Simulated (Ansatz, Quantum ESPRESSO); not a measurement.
# bismuthene, 1 layer: the energy at a withheld member of a series

Method. Quantum ESPRESSO 7.5, PBE, GBRV ultrasoft. Cell and atoms are first relaxed; each strained cell is then held and the atoms relax in it. A periodic run with 15 Å of vacuum in the starting cell gives the vacuum levels, and bands follow along a path. The bands are repeated with spin-orbit coupling and fully relativistic files. The series steps biaxial strain. Energies count from the lowest.

| biaxial strain | energy (eV) |
| --- | --- |
| -4 % | 0.0517 |
| -3 % | 0.0282 |
| -2 % | 0.0120 |
| 0 % | 0.0000 |
| 1 % | 0.0036 |
| 2 % | 0.0130 |
| 3 % | 0.0280 |
| 4 % | 0.0483 |

One more run was made and is withheld. What is the energy at −1 %?

**Worked estimate.** The rows at -2 % and 0 % give a slope of (0.0000 − (0.0120))/(0 − (−2)) = −0.006, so a straight line gives 0.0060 eV. A parabola through these and the row at -3 % gives 0.0026 eV.

What the calculation gave: 0.0026 eV. The line misses by +0.0034 and the parabola by 0.0000 eV. The parabola does better.

Caveats: Semilocal gaps are too small; the 1×1 cell can't ripple over many cells under compression as a free sheet would. These values are without spin-orbit coupling.
